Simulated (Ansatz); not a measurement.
# Binding across the interface in twisted Ti2CO2 MXene bilayer, 32.20° (390 atoms), part 2 of 2

Aim: the interaction energy between the two parts of twisted Ti2CO2 MXene bilayer, 32.20° (390 atoms) and its distance dependence.

Ansatz 0.2.0; Kohn-Sham DFT, PBE+D3(BJ), PAW (set soft_1), plane waves.

The cell: 78 C, 156 Ti and 156 O. The main run has no spin polarisation.

So far. Step 2 (Single point at the start): The r.m.s. force at the start is 0.18 eV/Å. Step 3 (Relaxation): The relaxation converged after 4 steps, 1.14 eV below its start, with a largest force component of 0.042 eV/Å.

### Step 5. The lower part alone

The lower part (layer 1) is solved alone, atoms held, in the same cell.

Input file input.yaml:

```yaml
crystal:
  lattice:
    - [18.9223, 0.0, 0.0]
    - [-9.46115, 16.38719, 0.0]
    - [0.0, 0.0, 25.59]
  atoms:
    - { symbol: C, position: [0.02563, 0.58966, 0.36205] }
    - { symbol: Ti, position: [0.10258, 0.69226, 0.41259] }
    - { symbol: Ti, position: [0.12824, 0.61527, 0.31131] }
    - { symbol: O, position: [0.12839, 0.61559, 0.44806] }
    - { symbol: O, position: [0.10247, 0.69223, 0.27593] }
    - { symbol: C, position: [0.07695, 0.76924, 0.36201] }
    [... 183 atom lines left out ...]
    - { symbol: O, position: [0.99992, 0.33324, 0.27602] }
    - { symbol: C, position: [0.97432, 0.41019, 0.36207] }
    - { symbol: Ti, position: [0.05127, 0.51288, 0.41314] }
    - { symbol: Ti, position: [0.07694, 0.43581, 0.31132] }
    - { symbol: O, position: [0.07676, 0.43603, 0.44783] }
    - { symbol: O, position: [0.05121, 0.51276, 0.27601] }
kpoints:
  mp_grid: { grid: [3, 3, 1] }
hamiltonian:
  xc: pbe
  dispersion: d3bj
  pseudopotentials: { kind: paw, azcp: { folder: soft_1 } }
scf:
  occupations: { method: gaussian, width: 0.05 }
output:
  forces: true
  eigenvalues: true
  write_density: true
  write_potential: true
  volumetric_format: npy
```

Run with:

```sh
> ansatz run input.yaml --threads 32 --pin off --max-ram 92160MiB --backend cuda --events-out ev --progress --plain --runs-dir out --max-vram 78GiB
```

Numbers of over 12 decimals in the logs are rounded to 6 here.

What it wrote:

```text
[...]
GPU FFT provider: cuFFT
GPU libraries: cuBLAS 13.8.1, cuFFT 12.4.0, cuSOLVER 12.3.2
[...]
Crystal: 195 atoms, lattice volume = 7935.032 Å³
Basis set: ecut = 420 eV, 155197 PW (Γ), exchange–correlation on 256×256×360 points (8 copies of the dense FFT grid, shifted against one another)
Bands: 975, of which v1, the nominal top of the filled ones, is band 780 counted from 1 (779 counted from 0)
Symmetry: 1 space group operations
[...]
k-points: 5 of 9 (time reversal used)
[...]
GPU buffer pool allocated for 2949120 grid points (all kernels)
[...]
SCF iter   1: F=—  HF=-249556.497435 eV  |F-HF|=—  |Δ(HF+E_count)|=         —  Δρ=1.14e-1  dr2=1.22e3  ethr=3.10e-3  ⟨swp⟩=8.2  Hψ=21943  notcnv=0  defer=423
[...]
SCF iter  14: F=-249271.878615 eV  HF=-249271.878615 eV  |F-HF|=1.24e-7  |Δ(HF+E_count)|=   4.32e-7  Δρ=6.03e-7  dr2=2.07e-8  ethr=6.41e-12  ⟨swp⟩=23.4  Hψ=48907  notcnv=0
SCF 1 converged in 14 iterations: F = -249271.878615 eV  dr2 = 2.07e-8
[...]
SCF converged after 14 iterations
Free energy (F): -249271.878615 eV
[...]
Internal energy: -249271.878615 eV  (E = F + TS)
E sigma→0 (E₀):  -249271.878615 eV
Entropy (-TS):   -0.000000 eV (-0.000 meV/atom)
Fermi energy:    -1.013216 eV
[...]
--- Forces (eV/Å), atoms counted from 1 ---
[... 195 lines of forces left out ...]
  max |Σ_I F_I| component: 1.68e-4 eV/Å
--- Band table (eV; the first three rows and the last of 5) ---
```

The job ended after 53 s (1 × NVIDIA GB200 with 32 threads of Arm Neoverse V2, shared host; peak memory 2.3 GiB).

### Step 6. The upper part alone

The upper part (layer 2) is solved alone in the same way.

input.yaml, the sections that differ from step 5:

```yaml
crystal:
  lattice:
    - [18.9223, 0.0, 0.0]
    - [-9.46115, 16.38719, 0.0]
    - [0.0, 0.0, 25.59]
  atoms:
    - { symbol: C, position: [0.94865, 0.12815, 0.63778] }
    - { symbol: Ti, position: [0.84613, 0.05132, 0.68844] }
    - { symbol: Ti, position: [0.87174, 0.15382, 0.58671] }
    - { symbol: O, position: [0.87176, 0.15379, 0.72387] }
    - { symbol: O, position: [0.84601, 0.05104, 0.55177] }
    - { symbol: C, position: [0.8974, 0.2564, 0.63786] }
    [... 183 atom lines left out ...]
    - { symbol: O, position: [0.99994, 0.66659, 0.55247] }
    - { symbol: C, position: [0.05125, 0.87174, 0.63793] }
    - { symbol: Ti, position: [0.94861, 0.79488, 0.68851] }
    - { symbol: Ti, position: [0.9743, 0.89737, 0.58711] }
    - { symbol: O, position: [0.97431, 0.89742, 0.72393] }
    - { symbol: O, position: [0.94887, 0.79483, 0.55189] }
# kpoints, hamiltonian, scf, output: as in step 5
```

What it wrote:

```text
[...]
GPU FFT provider: cuFFT
GPU libraries: cuBLAS 13.8.1, cuFFT 12.4.0, cuSOLVER 12.3.2
[...]
Crystal: 195 atoms, lattice volume = 7935.032 Å³
Basis set: ecut = 420 eV, 155197 PW (Γ), exchange–correlation on 256×256×360 points (8 copies of the dense FFT grid, shifted against one another)
Bands: 975, of which v1, the nominal top of the filled ones, is band 780 counted from 1 (779 counted from 0)
Symmetry: 1 space group operations
[...]
k-points: 5 of 9 (time reversal used)
[...]
GPU buffer pool allocated for 2949120 grid points (all kernels)
[...]
SCF iter   1: F=—  HF=-249556.509799 eV  |F-HF|=—  |Δ(HF+E_count)|=         —  Δρ=1.14e-1  dr2=1.22e3  ethr=3.10e-3  ⟨swp⟩=8.2  Hψ=21943  notcnv=0  defer=426
[...]
SCF iter  13: F=—  HF=-249271.877762 eV  |F-HF|=—  |Δ(HF+E_count)|=   2.19e-6  Δρ=1.98e-6  dr2=2.38e-7  ethr=3.17e-10  ⟨swp⟩=2.4  Hψ=6477  notcnv=0  defer=844
SCF iter  14: F=-249271.877762 eV  HF=-249271.877762 eV  |F-HF|=9.19e-8  |Δ(HF+E_count)|=   5.36e-7  Δρ=6.32e-7  dr2=2.51e-8  ethr=6.41e-12  ⟨swp⟩=22.4  Hψ=46022  notcnv=0
SCF 1 converged in 14 iterations: F = -249271.877762 eV  dr2 = 2.51e-8
[...]
SCF converged after 14 iterations
Free energy (F): -249271.877762 eV
[...]
Internal energy: -249271.877762 eV  (E = F + TS)
E sigma→0 (E₀):  -249271.877762 eV
Entropy (-TS):   -0.000000 eV (-0.000 meV/atom)
Fermi energy:    -1.012539 eV
[...]
Σ components = -249271.877762   (vs F -249271.877762, Δ=0.00e0)
--- Forces (eV/Å), atoms counted from 1 ---
[... 195 lines of forces left out ...]
  max |Σ_I F_I| component: 2.02e-4 eV/Å
--- Band table (eV; the first three rows and the last of 5) ---
```

It took 50 s on 1 × NVIDIA GB200 with 32 threads; peak memory 2.4 GiB.

The whole (-498553.341 eV) less the lower (-249271.879 eV) and the upper part (-249271.878 eV) leaves -9.585 eV.

### Step 7. Upper part moved by +0.3 Å

Moving the upper part rigidly maps the well in which it sits.

Input file input.yaml:

```yaml
crystal:
  lattice:
    - [18.9223, 0.0, 0.0]
    - [-9.46115, 16.38719, 0.0]
    - [0.0, 0.0, 25.59]
  atoms:
    - { symbol: C, position: [0.02563, 0.58966, 0.36205] }
    - { symbol: Ti, position: [0.10258, 0.69226, 0.41259] }
    - { symbol: Ti, position: [0.12824, 0.61527, 0.31131] }
    - { symbol: O, position: [0.12839, 0.61559, 0.44806] }
    - { symbol: O, position: [0.10247, 0.69223, 0.27593] }
    - { symbol: C, position: [0.07695, 0.76924, 0.36201] }
    [... 378 atom lines left out ...]
    - { symbol: O, position: [0.99994, 0.66659, 0.56419] }
    - { symbol: C, position: [0.05125, 0.87174, 0.64965] }
    - { symbol: Ti, position: [0.94861, 0.79488, 0.70023] }
    - { symbol: Ti, position: [0.9743, 0.89737, 0.59883] }
    - { symbol: O, position: [0.97431, 0.89742, 0.73565] }
    - { symbol: O, position: [0.94887, 0.79483, 0.56361] }
kpoints:
  mp_grid: { grid: [3, 3, 1] }
hamiltonian:
  xc: pbe
  dispersion: d3bj
  pseudopotentials: { kind: paw, azcp: { folder: soft_1 } }
scf:
  occupations: { method: gaussian, width: 0.05 }
output:
  forces: true
  eigenvalues: true
```

What it wrote:

```text
projector tables: rebuilt, as memory chose (as under --projector-tables rebuilt)
[...]
GPU FFT provider: cuFFT
GPU libraries: cuBLAS 13.8.1, cuFFT 12.4.0, cuSOLVER 12.3.2
[...]
Crystal: 390 atoms, lattice volume = 7935.032 Å³
Basis set: ecut = 420 eV, 155197 PW (Γ), exchange–correlation on 256×256×360 points (8 copies of the dense FFT grid, shifted against one another)
Bands: 1950, of which v1, the nominal top of the filled ones, is band 1560 counted from 1 (1559 counted from 0)
Symmetry: 1 space group operations
[...]
k-points: 5 of 9 (time reversal used)
[...]
GPU buffer pool allocated for 2949120 grid points (all kernels)
[...]
SCF iter   1: F=—  HF=-499117.624517 eV  |F-HF|=—  |Δ(HF+E_count)|=         —  Δρ=1.60e-1  dr2=2.43e3  ethr=3.10e-3  ⟨swp⟩=7.0  Hψ=37871  notcnv=0  defer=935
[...]
SCF iter   6: F=—  HF=-498553.015280 eV  |F-HF|=—  |Δ(HF+E_count)|=   8.63e-1  Δρ=4.94e-3  dr2=3.05e0  ethr=3.47e-4  ⟨swp⟩=4.2  Hψ=9606  notcnv=0  defer=1054
[...]
SCF iter  17: F=—  HF=-498552.756681 eV  |F-HF|=—  |Δ(HF+E_count)|=   1.90e-7  Δρ=1.53e-6  dr2=3.51e-7  ethr=2.39e-11  ⟨swp⟩=3.0  Hψ=16176  notcnv=0  defer=1026
SCF iter  18: F=-498552.756681 eV  HF=-498552.756681 eV  |F-HF|=5.48e-8  |Δ(HF+E_count)|=   1.09e-7  Δρ=6.88e-7  dr2=9.07e-8  ethr=3.21e-12  ⟨swp⟩=15.0  Hψ=45862  notcnv=0
SCF 1 converged in 18 iterations: F = -498552.756681 eV  dr2 = 9.07e-8
[...]
SCF converged after 18 iterations
Free energy (F): -498552.756681 eV
[...]
Internal energy: -498552.756681 eV  (E = F + TS)
E sigma→0 (E₀):  -498552.756681 eV
Entropy (-TS):   -0.000000 eV (-0.000 meV/atom)
Fermi energy:    3.575257 eV
[...]
Σ components = -498552.756681   (vs F -498552.756681, Δ=0.00e0)
--- Forces (eV/Å), atoms counted from 1 ---
[... 390 lines of forces left out ...]
  max |Σ_I F_I| component: 4.58e-4 eV/Å
--- Band table (eV; the first three rows and the last of 5) ---
```

Run time: 2.1 min. Hardware: 1 × NVIDIA GB200 with 32 threads; peak memory 3.1 GiB; 2.7 min of CPU time.

Upper part moved by +0.3 Å: the energy stands 0.585 eV above that of the reference.

### Step 8. Upper part moved by -0.3 Å

Another point of the curve.

input.yaml, the sections that differ from step 7:

```yaml
crystal:
  lattice:
    - [18.9223, 0.0, 0.0]
    - [-9.46115, 16.38719, 0.0]
    - [0.0, 0.0, 25.59]
  atoms:
    - { symbol: C, position: [0.02563, 0.58966, 0.36205] }
    - { symbol: Ti, position: [0.10258, 0.69226, 0.41259] }
    - { symbol: Ti, position: [0.12824, 0.61527, 0.31131] }
    - { symbol: O, position: [0.12839, 0.61559, 0.44806] }
    - { symbol: O, position: [0.10247, 0.69223, 0.27593] }
    - { symbol: C, position: [0.07695, 0.76924, 0.36201] }
    [... 378 atom lines left out ...]
    - { symbol: O, position: [0.99994, 0.66659, 0.54075] }
    - { symbol: C, position: [0.05125, 0.87174, 0.62621] }
    - { symbol: Ti, position: [0.94861, 0.79488, 0.67679] }
    - { symbol: Ti, position: [0.9743, 0.89737, 0.57539] }
    - { symbol: O, position: [0.97431, 0.89742, 0.71221] }
    - { symbol: O, position: [0.94887, 0.79483, 0.54017] }
# kpoints, hamiltonian, scf, output: as in step 7
```

What it wrote:

```text
projector tables: rebuilt, as memory chose (as under --projector-tables rebuilt)
[...]
GPU FFT provider: cuFFT
GPU libraries: cuBLAS 13.8.1, cuFFT 12.4.0, cuSOLVER 12.3.2
[...]
Crystal: 390 atoms, lattice volume = 7935.032 Å³
Basis set: ecut = 420 eV, 155197 PW (Γ), exchange–correlation on 256×256×360 points (8 copies of the dense FFT grid, shifted against one another)
Bands: 1950, of which v1, the nominal top of the filled ones, is band 1560 counted from 1 (1559 counted from 0)
Symmetry: 1 space group operations
[...]
k-points: 5 of 9 (time reversal used)
[...]
GPU buffer pool allocated for 2949120 grid points (all kernels)
[...]
SCF iter   1: F=—  HF=-499113.749425 eV  |F-HF|=—  |Δ(HF+E_count)|=         —  Δρ=1.60e-1  dr2=2.43e3  ethr=3.10e-3  ⟨swp⟩=7.0  Hψ=37876  notcnv=0  defer=923
[...]
SCF iter   6: F=—  HF=-498551.806128 eV  |F-HF|=—  |Δ(HF+E_count)|=   7.69e-1  Δρ=3.24e-3  dr2=1.03e0  ethr=1.74e-4  ⟨swp⟩=3.0  Hψ=11833  notcnv=0  defer=987
[...]
SCF iter  13: F=—  HF=-498551.648754 eV  |F-HF|=—  |Δ(HF+E_count)|=   1.24e-6  Δρ=3.10e-6  dr2=4.76e-7  ethr=5.32e-10  ⟨swp⟩=2.0  Hψ=11945  notcnv=0  defer=987
SCF iter  14: F=-498551.648755 eV  HF=-498551.648755 eV  |F-HF|=5.55e-8  |Δ(HF+E_count)|=   9.31e-7  Δρ=1.15e-6  dr2=7.40e-8  ethr=3.21e-12  ⟨swp⟩=18.4  Hψ=46735  notcnv=0
SCF 1 converged in 14 iterations: F = -498551.648755 eV  dr2 = 7.40e-8
[...]
SCF converged after 14 iterations
Free energy (F): -498551.648755 eV
[...]
Internal energy: -498551.648755 eV  (E = F + TS)
E sigma→0 (E₀):  -498551.648755 eV
Entropy (-TS):   -0.000000 eV (-0.000 meV/atom)
Fermi energy:    3.576395 eV
[...]
Σ components = -498551.648755   (vs F -498551.648755, Δ=0.00e0)
--- Forces (eV/Å), atoms counted from 1 ---
[... 390 lines of forces left out ...]
  max |Σ_I F_I| component: 2.93e-5 eV/Å
--- Band table (eV; the first three rows and the last of 5) ---
```

It took 1.8 min on 1 × NVIDIA GB200 with 32 threads; peak memory 3.2 GiB.

Upper part moved by -0.3 Å: the energy stands 1.69 eV above that of the reference.

### Step 9. Upper part moved by +0.8 Å

Another point of the curve.

Input and log are left out; they have the form of those shown for this kind of step.

Wall time 2.1 min (1 × NVIDIA GB200 with 32 threads of Arm Neoverse V2, shared host); peak memory 3.1 GiB.

Upper part moved by +0.8 Å: the energy stands 2.70 eV above that of the reference.

### Step 10. Upper part moved by +1.6 Å

Another point of the curve.

Input and log are left out; they have the form of those shown for this kind of step.

It took 2.3 min on 1 × NVIDIA GB200 with 32 threads of Arm Neoverse V2, shared host; peak memory 3.1 GiB; 2.9 min of CPU time.

Upper part moved by +1.6 Å: the energy stands 5.46 eV above that of the reference.

### Step 11. Upper part moved by +3 Å

Another point of the curve.

Input and log are left out; they have the form of those shown for this kind of step.

Wall time 2.3 min (1 × NVIDIA GB200 with 32 threads of Arm Neoverse V2, shared host); peak memory 3.1 GiB.

Upper part moved by +3 Å: the energy stands 7.65 eV above that of the reference.

### Step 12. Interaction energy

Whole cell less its two parts, each frozen at the geometry of the whole and solved in the same cell with the same functional, so that energy zeros cancel. The upper part is 'layer 2' and the lower part 'layer 1'. The nearest atoms of the two parts stand 2.68 Å apart. The face is 310.1 Å².

```csv
functional,interaction energy (eV),"of it, the added dispersion term (eV)",per area (meV/Å²),per area (J/m²),per atom of the upper part (meV)
PBE+D3(BJ),-9.585,-11.589,-30.9,-0.50,-49.2
```

### Step 13. Energy against separation

The upper part is moved rigidly along the normal from its place in the reference.

```csv
shift (Å),energy change (eV),per area (meV/Å²),share of the binding lost (%),gap (eV)
-0.3,1.693,5.46,-,0.372
+0.0,0.000,0.00,-,0.369
+0.3,0.585,1.89,6,0.369
+0.8,2.698,8.70,28,0.369
+1.6,5.457,17.60,57,0.369
+3.0,7.646,24.66,80,0.370
```

### Step 14. Levels of whole and parts

```csv
cell,gap (eV),"vacuum level at the upper face, over the highest filled level, or over E_F where no gap is given (eV)",moment (μB)
whole,0.369,5.82,no spin
lower part,0.371,5.78,no spin
upper part,0.371,5.81,no spin
```

### Step 15. Findings

The parts bind with 30.9 meV/Å² (9.58 eV for the cell) at the level PBE+D3(BJ), the size of van der Waals binding between sheets. The added dispersion term contributes -11.589 eV, the functional itself 2.004 eV. The curvature over ±0.3 Å is 1.3×10²⁰ N/m³, and the energy rises faster on the near side. At +3.0 Å, 80 % of the binding is lost; the shift also narrows the vacuum to the periodic image. On the run's k-points the gap of the whole, 0.369 eV, lies 0.0016 eV under the smaller of the parts'.

Caveats: The parts are frozen, so the energy of their deformation isn't counted. No correction is made for dipoles across the vacuum, and the parts also feel their periodic images through it.

The DFT runs together took 24 min of wall time.

[Logs are printed without paths, hosts, clocks, repeated set-up lines and the standing remarks that a program may print on its own settings, such as how far it seeks lower states.]

[Hosts, paths, dates, database ids (printed as entryN), source tags and the programs' standing remarks are cut or masked in the printed files.]
